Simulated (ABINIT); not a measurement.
### Ba2TaBiO6 (R-3): one start, several treatments of the self-energy

Symmetry: R-3, No. 148, trigonal system. Conventional cell: a = 6.151 Å, b = 6.151 Å, c = 14.869 Å, α = 90.00°, β = 90.00°, γ = 120.00°. Ba has 12 O at 2.76 to 3.40 Å nearest. Ta has 6 O at 2.01 Å nearest. Bi has 6 O at 2.36 Å nearest. Nearest to O lie 1 Ta at 2.01 Å and 1 Bi at 2.36 Å and 4 Ba at 2.76 to 3.40 Å. Farther neighbours, and contacts between anions beyond the nearest, are not listed.

```
Ba Ta Bi O
1.0
     3.07563    1.77571    4.95622
    -3.07563    1.77571    4.95622
     0.00000   -3.55143    4.95622
Ba Ta Bi O
2 1 1 6
Direct
  0.74882 0.74882 0.74882
  0.25118 0.25118 0.25118
  0.50000 0.50000 0.50000
  0.00000 0.00000 0.00000
  0.72551 0.21886 0.32204
  0.21886 0.32204 0.72551
  0.32204 0.72551 0.21886
  0.27449 0.78114 0.67797
  0.67797 0.27449 0.78114
  0.78114 0.67797 0.27449
```

* method: RPA screening on LDA, plane waves, norm-conserving pseudopotentials (and 5 further levels or steps)
* program: ABINIT 10.8.3
* settings: cutoff 36 Ha, PseudoDojo scalar-relativistic 0.4.1 standard, norm-conserving, ngkpt (2, 2, 2), nband 267, ecuteps 5.6 Ha, gwcalctyp 1, nfreqim 16, inclvkb 2, shiftk (0, 0, 0), symchi 1, awtr 1, frequency ac, 2×2×2 k-mesh
* cost: 13 runs, 22 min in all on 8 MPI ranks of Intel Xeon 6975P-C (Granite Rapids), shared host
* notes: The program’s warnings: nproc spkpt=  >= nkpt= * nsppol=. The cell and positions are those that the Materials Project relaxed with its own functionals (PBE, PBE+U or r2SCAN), kept fixed. Limits: no spin-orbit coupling. Static COHSEX lies above G0W0: it lacks the factor Z and overstates the Coulomb hole of the filled states. The 2×2×2 mesh is coarse for this cell, which bears on the long-range parts of exchange and screening. The norm-conserving file of at least one element keeps a d shell over frozen s and p shells of the same row. Exchange with those shells is missing from the self-energy, an error of 0.3 to 0.9 eV in cases checked, whose sign depends on which edge lies on those atoms.
* G0W0, Godby-Needs plasmon pole: 3.628 eV
* G0W0, Hybertsen-Louie plasmon pole: 3.797 eV
* G0W0, von der Linden-Horsch plasmon pole: 3.601 eV
* G0W0, Engel-Farid plasmon pole: 3.660 eV
* one-shot SEX: 1.690 eV
* one-shot COHSEX: 4.660 eV
* one-shot Hartree-Fock: 10.561 eV
* G0W0, contour deformation: 3.682 eV
* G0W0, analytic continuation: 3.691 eV
* known limits: short of the basis limit; exchange with frozen shells missing; no spin-orbit coupling; coarse k mesh

G0W0, Hybertsen-Louie plasmon pole: +0.169 eV against G0W0, Godby-Needs plasmon pole. G0W0, von der Linden-Horsch plasmon pole: −0.027 eV against G0W0, Godby-Needs plasmon pole.

[Long decimals in the printed logs are rounded to 6 places.]

[Logs are printed without paths, hosts, clocks, repeated set-up lines and the standing remarks that a program may print on its own settings, such as how far it seeks lower states.]

[Paths, hosts, dates, memory and timing lines, banners, echoed tables and standing remarks are left out of the program output; an Ansatz launch command may be rebuilt from the run's recorded settings. Measured values are a selection of at most five: reports struck by readers or far from the other reports are left out. None is set beside runs whose start may be inverted or whose files or cutoffs have a known fault.]

[Runs of the session that timed out or met a known fault of the program may be left out.]

[Hosts, paths, dates, database ids (printed as entryN), source tags and the programs' standing remarks are cut or masked in the printed files.]

[G0W0 gaps are taken among the corrected bands and points alone; a level outside them can change the order at an edge.]

[Where Ansatz stands beside ABINIT at settings called matched, ABINIT's density can come from a denser mesh and the files from another edition; pairs whose starting gaps differed by over 0.03 eV were left out, so agreement reads better than it is.]
